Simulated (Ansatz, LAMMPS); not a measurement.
# Zn2+ BF4- in 1,3-dioxolane and diglyme and ethylene carbonate, from a frame at 330 K (199 atoms): geometry optimisation, part 3 of 3

Aim: bring Zn2+ BF4- in 1,3-dioxolane and diglyme and ethylene carbonate, from a frame at 330 K (199 atoms) to a nearby minimum of the energy and see what moves.

Ansatz 0.2.0; Kohn-Sham DFT, RPBE+D4, PAW (set soft_2), plane waves.

The cell: 39 C, 25 O, 80 H, 10 B, 40 F and 5 Zn. The network of contacts between molecules at the start is that of the classical potential that made the cell. Sampling is at Γ alone, for a cell whose shortest periodic width is 13 Å.

So far. Step 4 (Cell and atoms relaxed): The relaxation changed the energy by -107 meV/atom, and atoms moved by 0.84 Å r.m.s., 2.1 Å at most.

## Step 6: Single point at the relaxed geometry

One more single point at the end of the walk gives the fuller output and checks the residual forces.

The input, input.yaml:

```yaml
crystal:
  lattice:
    - [13.10977, 0.08159, 0.02628]
    - [0.08159, 13.08914, -0.11869]
    - [0.02628, -0.11869, 13.20867]
  atoms:
    - { symbol: C, position: [0.32946, 0.87937, 0.57426] }
    - { symbol: O, position: [0.26495, 0.82046, 0.64069] }
    - { symbol: C, position: [0.31231, 0.80165, 0.7381] }
    - { symbol: C, position: [0.27279, 0.88001, 0.81538] }
    - { symbol: O, position: [0.16319, 0.87154, 0.80809] }
    - { symbol: C, position: [0.10184, 0.92348, 0.88397] }
    - { symbol: C, position: [0.99255, 0.90322, 0.85177] }
    - { symbol: O, position: [0.97563, 0.93694, 0.74904] }
    - { symbol: C, position: [0.95224, 0.04593, 0.74556] }
    - { symbol: H, position: [0.28622, 0.89428, 0.50562] }
    - { symbol: H, position: [0.39798, 0.83439, 0.5562] }
    - { symbol: H, position: [0.34984, 0.95216, 0.61097] }
    - { symbol: H, position: [0.39566, 0.80417, 0.73055] }
    - { symbol: H, position: [0.28969, 0.72495, 0.76046] }
    - { symbol: H, position: [0.29785, 0.86014, 0.89176] }
    - { symbol: H, position: [0.29537, 0.95839, 0.79798] }
    - { symbol: H, position: [0.11736, 0.88962, 0.95802] }
    - { symbol: H, position: [0.11997, 0.00516, 0.88656] }
    - { symbol: H, position: [0.97916, 0.82066, 0.85056] }
    - { symbol: H, position: [0.93714, 0.94142, 0.90285] }
    - { symbol: H, position: [0.93781, 0.06322, 0.66636] }
    - { symbol: H, position: [0.88391, 0.06166, 0.79162] }
    - { symbol: H, position: [0.01611, 0.0917, 0.77333] }
    - { symbol: C, position: [0.99644, 0.19388, 0.36857] }
    - { symbol: O, position: [0.90996, 0.23786, 0.31636] }
    - { symbol: C, position: [0.89354, 0.34549, 0.34166] }
    - { symbol: C, position: [0.95098, 0.41219, 0.26732] }
    - { symbol: O, position: [0.93146, 0.51561, 0.29691] }
    - { symbol: C, position: [0.98577, 0.58672, 0.2349] }
    - { symbol: C, position: [0.93719, 0.60619, 0.13252] }
    - { symbol: O, position: [0.84937, 0.67202, 0.14525] }
    - { symbol: C, position: [0.80388, 0.69321, 0.04991] }
    [... 161 atom lines left out ...]
    - { symbol: F, position: [0.18499, 0.56333, 0.41146] }
    - { symbol: Zn, position: [0.10747, 0.87325, 0.65891] }
    - { symbol: Zn, position: [0.24982, 0.43352, 0.971] }
    - { symbol: Zn, position: [0.81345, 0.1476, 0.22481] }
    - { symbol: Zn, position: [0.51048, 0.2135, 0.98282] }
    - { symbol: Zn, position: [0.47556, 0.6149, 0.40383] }
kpoints:
  mp_grid: { grid: [1, 1, 1] }
hamiltonian:
  xc: rpbe
  dispersion: d4
scf:
  occupations: { method: fixed }
output:
  forces: true
  stress: true
  populations: true
  dos:
    method: { smearing: { sigma: 0.15 } }
    de: 0.1
    projected: { site_lists: { B: [B], C: [C], F: [F], H: [H], O: [O] } }
  eigenvalues: true
  write_density: true
  write_potential: true
  volumetric_format: npy
```

On the command line:

```console
$ ansatz run input.yaml --threads 4 --pin off --max-ram 8192MiB --backend cpu --events-out ev --progress --plain --runs-dir out
```

Numbers of over 12 decimals in the logs are rounded to 6 here.

Output:

```text
[...]
Crystal: 199 atoms, lattice volume = 2266.268 Å³
Basis set: ecut = 420 eV, 44259 PW (Γ), exchange–correlation on 180×180×180 points (8 copies of the dense FFT grid, shifted against one another)
Bands: 577, of which v1, the nominal top of the filled ones, is band 378 counted from 1 (377 counted from 0)
Symmetry: 1 space group operations
[...]
k-points: 1
[...]
SCF iter   1: F=—  HF=-76018.753513 eV  |F-HF|=—  |Δ(HF+E_count)|=         —  Δρ=6.15e-3  dr2=9.30e-1  ethr=1.77e-3  ⟨swp⟩=5.0  Hψ=1994  notcnv=0  defer=196
[...]
SCF iter  10: F=-76018.483826 eV  HF=-76018.483826 eV  |F-HF|=1.22e-8  |Δ(HF+E_count)|=   4.22e-8  Δρ=1.87e-6  dr2=8.30e-8  ethr=1.32e-11  ⟨swp⟩=19.0  Hψ=5699  notcnv=0
SCF 1 converged in 10 iterations: F = -76018.483826 eV  dr2 = 8.30e-8
[...]
WARN: The input density's exchange-correlation potential varies sharply where the density is thin. Do not read a vacuum level from v_tot or v_xc, or from such a field of the output density. On a cell that repeats whose density bears no net charge and no dipole along the vacuum's axis use v_es (v_loc + v_h of the components); [...]
SCF converged after 10 iterations
Free energy (F): -76018.483826 eV
[...]
Internal energy: -76018.483826 eV  (E = F + TS)
E sigma→0 (E₀):  -76018.483826 eV
Fermi energy:    0.131512 eV
[...]
--- Forces (eV/Å), atoms counted from 1 ---
  atom   1  C     -0.00755485    -0.00126175     0.00433925
  atom   2  O      0.01884671     0.00540144     0.00540556
  atom   3  C     -0.00481494    -0.00635742    -0.00846435
  atom   4  C     -0.00262914    -0.01045472     0.00518721
  atom   5  O     -0.00184351     0.01406281    -0.00421138
  atom   6  C      0.00401086     0.00467198     0.00243826
  atom   7  C     -0.00183285    -0.00337529    -0.01302534
  atom   8  O     -0.00072675     0.01999572     0.02178534
  atom   9  C      0.01085064    -0.01448032     0.00596525
  atom  10  H      0.00318456    -0.00344360     0.00472367
  atom  11  H      0.00499970    -0.00396935    -0.00177092
  atom  12  H     -0.00198148     0.00086364     0.00111730
  atom  13  H     -0.00446633    -0.00073182     0.00252590
  atom  14  H      0.00137334     0.00621346    -0.00118676
[...]
atom 198  Zn    -0.00240339     0.00469518     0.00854128
  atom 199  Zn     0.00137309     0.00520331     0.00833241
  max |Σ_I F_I| component: 1.83e-4 eV/Å
--- Stress (GPa, compression-positive) ---
       -0.030461       0.009989       0.002298
        0.009992      -0.034829      -0.012383
        0.002299      -0.012381      -0.020003
  P = ⅓ Tr σ = -0.0284 GPa (-0.284 kbar)
--- Band table (eV) ---
[...]
--- Löwdin populations: 199 sites ---
  site symbol       q [e]
     0      C      4.2200
     1      O      6.3869
     2      C      4.0545
[...]
198     Zn     10.4702
  spilling = 0.010627 (of n_electrons = 756.000000)
```

The job ended after 56 s (4 threads of Arm Neoverse V2, shared host; peak memory 3.6 GiB).

The program notes that the exchange-correlation potential is rough where the density is thin.

Numbers from this run:

- free energy: -76018.4838 eV
- free energy per atom: -382.0024 eV/atom
- SCF cycles: 10
- pressure: -0.02843 GPa
- r.m.s. force component: 0.00508 eV/Å
- longest force: 0.02958 eV/Å
- Fermi energy: 0.1315 eV
- gap (highest filled to lowest empty level): 3.995 eV
- spilling of the projection: 0.01063

Löwdin charges by element and coordination (they lack the spilled electrons, 0.040 e an atom on average):

| element | coordination | atoms | mean charge (e) | spread | least | most |
| --- | --- | --- | --- | --- | --- | --- |
| B | all | 10 | 0.907 | 0.0127 | 0.887 | 0.929 |
| C | all | 39 | -0.0157 | 0.235 | -0.226 | 0.759 |
| C | 3 | 3 | 0.745 | 0.0177 | 0.720 | 0.759 |
| C | 4 | 36 | -0.079 | 0.0873 | -0.226 | 0.151 |
| F | all | 40 | -0.385 | 0.0281 | -0.436 | -0.342 |
| F | 1 | 23 | -0.363 | 0.0117 | -0.390 | -0.342 |
| F | 2 | 17 | -0.415 | 0.0107 | -0.436 | -0.394 |
| H | all | 80 | 0.204 | 0.0184 | 0.157 | 0.233 |
| O | all | 25 | -0.362 | 0.0684 | -0.49 | -0.235 |
| O | 1 | 1 | -0.421 | 0 | -0.421 | -0.421 |
| O | 2 | 13 | -0.327 | 0.0781 | -0.49 | -0.235 |
| O | 3 | 11 | -0.399 | 0.015 | -0.431 | -0.38 |
| Zn | all | 5 | 1.55 | 0.0325 | 1.51 | 1.59 |

States in the cell by windows of 1 eV, zero at the Fermi level; the larger projections on atomic orbitals stand beside the total:

| from (eV) | to (eV) | total | F p | C p | O p | H s | C s |
| --- | --- | --- | --- | --- | --- | --- | --- |
| -14 | -13 | 11.8 | 0.0 | 0.9 | 2.0 | 2.2 | 6.2 |
| -13 | -12 | 4.7 | 0.0 | 0.4 | 0.8 | 1.0 | 2.2 |
| -12 | -11 | 16.8 | 0.0 | 2.3 | 3.7 | 3.7 | 5.9 |
| -11 | -10 | 20.8 | 0.0 | 3.9 | 4.6 | 4.0 | 5.8 |
| -10 | -9 | 12.8 | 1.4 | 2.5 | 2.4 | 2.1 | 2.5 |
| -9 | -8 | 28.4 | 13.1 | 3.7 | 4.1 | 1.4 | 0.6 |
| -8 | -7 | 54.1 | 12.8 | 15.9 | 11.3 | 5.6 | 1.0 |
| -7 | -6 | 82.6 | 33.7 | 15.2 | 11.8 | 5.9 | 0.9 |
| -6 | -5 | 84.4 | 14.3 | 18.0 | 11.4 | 7.6 | 0.4 |
| -5 | -4 | 81.9 | 39.9 | 17.3 | 9.1 | 8.3 | 0.3 |
| -4 | -3 | 111.2 | 67.7 | 18.1 | 11.2 | 8.8 | 0.3 |
| -3 | -2 | 64.5 | 38.1 | 4.7 | 15.2 | 3.4 | 0.1 |
| -2 | -1 | 33.0 | 0.5 | 4.4 | 21.6 | 5.1 | 0.1 |
| -1 | 0 | 6.2 | 0.0 | 0.5 | 4.4 | 1.1 | 0.0 |
| 0 | 1 | 1.6 | 0.0 | 0.1 | 1.1 | 0.3 | 0.0 |
| 1 | 3 | 0.0 | 0.0 | 0.0 | 0.0 | 0.0 | 0.0 |
| 3 | 4 | 1.2 | 0.1 | 0.1 | 0.1 | 0.0 | 0.0 |
| 4 | 5 | 15.8 | 0.6 | 4.2 | 2.2 | 0.9 | 0.3 |

With fixed occupations the program's Fermi level is the highest filled level; weight inside the gap is the broadening of levels at its edges.

Between -26 and -14 eV lie 141 more states.

Not all projections were asked for or kept, so they needn't add up to the total.

The levels nearest the highest filled one (over half full), pooled over k-points and spins:

| level less the highest filled one (eV) | occupation |
| --- | --- |
| -1.28 | 2 |
| -1.17 | 2 |
| -0.946 | 2 |
| -0.246 | 2 |
| -0.129 | 2 |
| 0 | 2 |
| 4.00 | 0 |
| 4.07 | 0 |
| 4.24 | 0 |
| 4.28 | 0 |
| 4.29 | 0 |
| 4.45 | 0 |

Electrostatic potential energy in the bc plane at fractional x = 0.279, with atoms of O and C and H and B and F within 0.2 Å of it. With pseudopotentials it is smooth inside the atoms' cores, unlike the true potential.

Values in eV, 13 rows by 16 columns, each cell a mean:
```
  6   4  -7  -4 -10  -5 -24 -26   0   4  -1 -10   4   4   4   5
  5   2 -26 -28 -25  -9   1   1   4   6   6   6   5 -11 -12   3
  4   3 -30  -9   5   6   6   6   6   6   5  -4  -3 -20 -30 -13
  5   6  -3   4   6   5   6   6   6   6   5  -6 -18 -17   1   4
  5   5   5   4   4   5   5   6   6   6   6   5 -13 -33   0   4
  5 -10 -22 -12  -7   4   3  -8   4   5   6   6   3  -7  -8   4
  6   1  -6 -19 -12   4  -4 -32 -21  -8   1   6   6   2 -15   4
  6   6   5   1   2   5   5  -1 -28 -11   4   2   1   5   6   6
  3   4   5   6   6   6   6   5   3   5   5  -8 -12   3   5   5
 -9   1   6   2  -7   5   6   6   6   6  -2 -20 -13 -23  -8   2
  5   6   6  -6 -27  -1   4   6   6   6   3   1   3  -6   0   5
  6   6   7   6   3   0 -16   4   6   6   5   6   6   6   6   6
  6   6   6   6   5   3  -9 -10   2   3  -1  -8   5   6   6   6
```
Columns run along b (13.1 Å; values clipped at the 3rd and 97th percentile), rows up along c (13.2 Å). Atoms in or near the plane, at fractional coordinates: O at (0.82, 0.64), C at (0.88, 0.82), H at (0.89, 0.51), H at (0.72, 0.76), H at (0.75, 0.36), H at (0.69, 0.24), B at (0.18, 0.88), F at (0.29, 0.90), F at (0.26, 0.21), B at (0.54, 0.44), F at (0.45, 0.51).

Valence density in the bc plane at fractional x = 0.279, with atoms of O and C and H and B and F within 0.2 Å of it. It is the smooth field of the valence electrons, not physical close to the nuclei.

Ten steps, logarithmic in the rise over the least value, from '0' (0.00 × 1e0 e/Å³) to '9' (9.95 × 1e0 e/Å³), each cell a mean:
```
0012454212332258973111124676310000000
0012455446886335642100012333101222100
0001344347997311221100000100012554210
1001355434553100000000000000013565432
1002588741110000000000000123334666654
1002588631000000000000000245555554442
0001234310000000000000000134555432110
0000000000000000000000000012467642100
0001111000000000000000000002478853210
0024554222210001111000000001356654321
0136886555431014675211121000112355321
0025665556531137997433443200001355420
0001222355320025776434453200000133210
0000001233210001233333321100000000000
0000000011000000123432100124320000100
1111000000000000013321000245531112221
4442100001100000001110001345543333333
5653100135531000000000013565545554323
3332001369963100000000013454334554212
1100001368863222100000000111112332100
0000000123333465410000000000001110000
0000000000112576420111100000000000000
0000000000001344321233322232100000000
0001221100001135642233324665310000000
```
Columns run along b (13.1 Å), rows up along c (13.2 Å). Atoms in or near the plane, at fractional coordinates: O at (0.82, 0.64), C at (0.88, 0.82), H at (0.89, 0.51), H at (0.72, 0.76), H at (0.75, 0.36), H at (0.69, 0.24), B at (0.18, 0.88), F at (0.29, 0.90), F at (0.26, 0.21), B at (0.54, 0.44), F at (0.45, 0.51).

Mean Löwdin charges: B +0.91, C -0.02, F -0.38, H +0.20, O -0.36, Zn +1.55 e (they miss 1.1 % of the electrons, so they add up to more than the cell's charge).

The surroundings of Zn199, one of the 5 Zn atoms, nearest first, numbered as they follow in the input and with coordinates relative to it.

| atom | x | y | z | distance (Å) | bonds | Löwdin charge (e) |
| --- | --- | --- | --- | --- | --- | --- |
| Zn199 | 0.00 | 0.00 | 0.00 | 0.00 | 6 | 1.53 |
| F148 | 0.70 | 1.29 | 1.43 | 2.05 | 2 | -0.44 |
| O48 | 1.41 | -0.44 | -1.43 | 2.06 | 3 | -0.41 |
| O51 | -0.69 | 1.25 | -1.50 | 2.07 | 3 | -0.40 |
| O108 | 0.68 | -1.58 | 1.19 | 2.09 | 3 | -0.42 |
| F192 | -1.88 | 0.07 | 1.17 | 2.21 | 2 | -0.41 |
| F191 | -1.69 | -1.38 | -0.57 | 2.26 | 2 | -0.39 |
| B190 | -2.56 | -1.06 | 0.54 | 2.82 | 4 | 0.89 |
| C50 | -0.20 | 0.70 | -2.77 | 2.86 | 4 | -0.06 |
| C49 | 1.27 | 0.42 | -2.59 | 2.92 | 4 | -0.05 |

The column of bonds counts only the pairs H-C within 1.34 Å, F-B within 1.72 Å, F-Zn within 2.38 Å, C-C within 1.85 Å, C-O within 1.73 Å, O-Zn within 2.50 Å; other neighbours, such as metal atoms beside each other in a compound, aren't counted, and periodic images can show an atom twice.

## Step 7: A run with a doubtful setting

The input is spoilt on purpose; the run shows how that looks.

input.yaml, the sections that differ from step 6:

```yaml
crystal:
  lattice:
    - [13.20261, 0.0, 0.0]
    - [0.0, 13.20261, 0.0]
    - [0.0, 0.0, 13.20261]
  atoms:
    [... the 199 atom lines of step 3 ...]
scf:
  occupations: { method: fermi_dirac, width: 1.0 }
  max_iter: 75
output:
  forces: true
# kpoints, hamiltonian: as in step 6
```

Output:

```text
band count auto-derived: 833, from the close of a first SCF at 577 (N_el = 756.0; filled up to band 378; 577 by the electrons, moments and atoms)
[...]
Crystal: 199 atoms, lattice volume = 2301.333 Å³
Basis set: ecut = 420 eV, 45025 PW (Γ), exchange–correlation on 180×180×180 points (8 copies of the dense FFT grid, shifted against one another)
Bands: 577, of which v1, the nominal top of the filled ones, is band 378 counted from 1 (377 counted from 0)
Symmetry: 1 space group operations
[...]
k-points: 1
[...]
SCF iter   1: F=—  HF=-76003.275195 eV  |F-HF|=—  |Δ(HF+E_count)|=         —  Δρ=6.74e-3  dr2=1.55e0  ethr=1.77e-3  ⟨swp⟩=6.0  Hψ=2489  notcnv=0
[...]
SCF iter   8: F=-76002.888183 eV  HF=-76002.888183 eV  |F-HF|=1.51e-7  |Δ(HF+E_count)|=   1.38e-6  Δρ=2.11e-6  dr2=5.98e-8  ethr=1.32e-11  ⟨swp⟩=16.0  Hψ=2526  notcnv=0
SCF 1, on 577 bands, converged in 8 iterations: F = -76002.888183 eV; the run's SCF on all bands comes behind
[...]
The result of the SCF on 577 bands, without a stress, told ahead of the SCF on all bands, whose result is the run's:
SCF converged after 8 iterations
Free energy (F): -76002.888183 eV
[...]
Internal energy: -75976.831886 eV  (E = F + TS)
E sigma→0 (E₀):  -75989.860034 eV
Entropy (-TS):   -26.056297 eV (-130.936 meV/atom)
Fermi energy:    2.146204 eV
[...]
--- Forces (eV/Å), atoms counted from 1 ---
  atom   1  C     -1.03464762    -0.07389227    -0.79897130
  atom   2  O      1.40644599    -0.65085152    -0.99881731
  atom   3  C     -0.64120480    -2.13894903    -0.23781345
  atom   4  C      1.30772948     0.96318037     0.62450248
  atom   5  O      0.87283611    -0.79449425     1.30912486
  atom   6  C      0.63570617     1.18095015     0.82852756
  atom   7  C     -1.53234532    -2.14972774     1.49210034
  atom   8  O     -3.40524430     1.49717527     2.54517023
  atom   9  C      1.51145220     1.66180544    -2.31371387
  atom  10  H     -0.15134783     0.13056916    -0.16731766
  atom  11  H      0.28960800    -0.34422336     0.30465736
  atom  12  H      0.63190988     0.68974485    -0.06538111
  atom  13  H      0.34821386     0.09505059     0.88831256
  atom  14  H      0.21611617     1.15037580     0.43585338
[...]
atom 198  Zn     1.29024510    -0.70069435     0.81762135
  atom 199  Zn    -1.07905229     0.54515862    -0.70026275
  max |Σ_I F_I| component: 9.56e-5 eV/Å
--- Band table (eV) ---
[...]
Bands: 833, of which v1, the nominal top of the filled ones, is band 378 counted from 1 (377 counted from 0)
[...]
SCF iter   1: F=—  HF=-76002.890864 eV  |F-HF|=—  |Δ(HF+E_count)|=         —  Δρ=4.09e-6  dr2=5.29e-7  ethr=1.99e-7  ⟨swp⟩=5.0  Hψ=6095  notcnv=0
eigensolver tolerance schedule: the retry pair's looser diagonalisation over-reported the residual by 2845.29 of it (diagonalisation noise at 0.22 of the residual, at the tolerance the schedule requests for it); recorded, not acted on — ethr = c·dr2/N_el stays at c = 1.0e-1
[...]
SCF iter   2: F=—  HF=-76002.891546 eV  |F-HF|=—  |Δ(HF+E_count)|=   6.82e-4  Δρ=4.22e-6  dr2=3.26e-7  ethr=7.00e-11  ⟨swp⟩=4.0  Hψ=1946  notcnv=0
SCF iter   3: F=-76002.891546 eV  HF=-76002.891546 eV  |F-HF|=1.61e-8  |Δ(HF+E_count)|=   4.96e-8  Δρ=1.12e-6  dr2=1.75e-8  ethr=1.32e-11  ⟨swp⟩=10.0  Hψ=4170  notcnv=0
SCF 2 converged in 3 iterations: F = -76002.891546 eV  dr2 = 1.75e-8
SCF converged after 11 iterations (8 of them on 577 bands)
Free energy (F): -76002.891546 eV
[...]
Internal energy: -75976.794374 eV  (E = F + TS)
E sigma→0 (E₀):  -75989.842960 eV
Entropy (-TS):   -26.097172 eV (-131.142 meV/atom)
Fermi energy:    2.145472 eV
[...]
--- Forces (eV/Å), atoms counted from 1 ---
  atom   1  C     -1.03473569    -0.07392991    -0.79894353
  atom   2  O      1.40648949    -0.65083538    -0.99879824
  atom   3  C     -0.64122632    -2.13895905    -0.23799146
  atom   4  C      1.30752561     0.96325547     0.62462619
  atom   5  O      0.87292541    -0.79446935     1.30908977
  atom   6  C      0.63594224     1.18086769     0.82858501
  atom   7  C     -1.53253453    -2.14978260     1.49183580
  atom   8  O     -3.40527033     1.49723255     2.54535482
  atom   9  C      1.51151952     1.66171678    -2.31370236
  atom  10  H     -0.15137965     0.13057863    -0.16735163
  atom  11  H      0.28964895    -0.34427018     0.30466064
  atom  12  H      0.63194880     0.68980069    -0.06537497
  atom  13  H      0.34828210     0.09504123     0.88832715
  atom  14  H      0.21612491     1.15030450     0.43588084
[...]
atom 198  Zn     1.29011838    -0.70061486     0.81779848
  atom 199  Zn    -1.07913289     0.54514430    -0.70016082
  max |Σ_I F_I| component: 6.46e-5 eV/Å
--- Band table (eV) ---
[...]
```

Elapsed: 1.9 min, on 4 threads; peak memory 4.6 GiB.

The SCF closed, but on a changed input, so its numbers are not taken as the system's.

The fault in the input: a smearing of electronvolts (scf.occupations.method = "fermi_dirac" and scf.occupations.width = 1.0). The fix is to set scf.occupations.method back to "fixed" and take out scf.occupations.width.

Against the single point at the start:

- r.m.s. difference of force components: 157 meV/Å
- longest difference of force vectors: 1591 meV/Å
- force difference over r.m.s. force: 12.67 %

## Step 8: Results

```json
{
 "energy change in the relaxation": "-107.2 meV/atom",
 "r.m.s. displacement": "0.844 Å",
 "largest displacement": "2.148 Å",
 "free energy per atom": "-382.0024 eV/atom",
 "pressure": "-0.02843 GPa",
 "r.m.s. force component": "0.00508 eV/Å",
 "gap (highest filled to lowest empty level)": "3.995 eV",
 "wall time of the 4 DFT runs": "28 min"
}
```

What this shows: Relaxation lowers the energy by 107 meV/atom and moves atoms by 0.84 Å r.m.s.; the r.m.s. force component goes from 1.2 to 0.0051 eV/Å, the pressure goes from 5.7 to -0.028 GPa, and the gap from 3.57 to 4.00 eV. Displacements are taken in the final cell, so they leave out its strain. By the final cutoffs no bond was broken or made. The cell shrank by 1.5 % in volume. First to last step the energy falls by 21.342 eV, across changes of basis; the largest move, 2.15 Å, is that of H102. The F-Zn bonds go from 1.881 Å (spread 0.120) to 2.121 Å (spread 0.069). With the cutoffs above, all B atoms have 4, 92 % of C atoms have 4, 58 % of F atoms have 1 and all H atoms have 1 bonded neighbour. The highest filled and lowest empty levels differ by 4.00 eV (at Γ alone); a semilocal functional tends to put such gaps too low. In a disordered cell it changes from sample to sample and from frame to frame.

Caveats: The network of contacts between molecules at the start is that of the classical potential that made the cell; in DFT atoms moved by 0.84 Å r.m.s.

[Logs are printed without paths, hosts, clocks, repeated set-up lines and the standing remarks that a program may print on its own settings, such as how far it seeks lower states.]

[Hosts, paths, dates, database ids (printed as entryN), source tags and the programs' standing remarks are cut or masked in the printed files.]
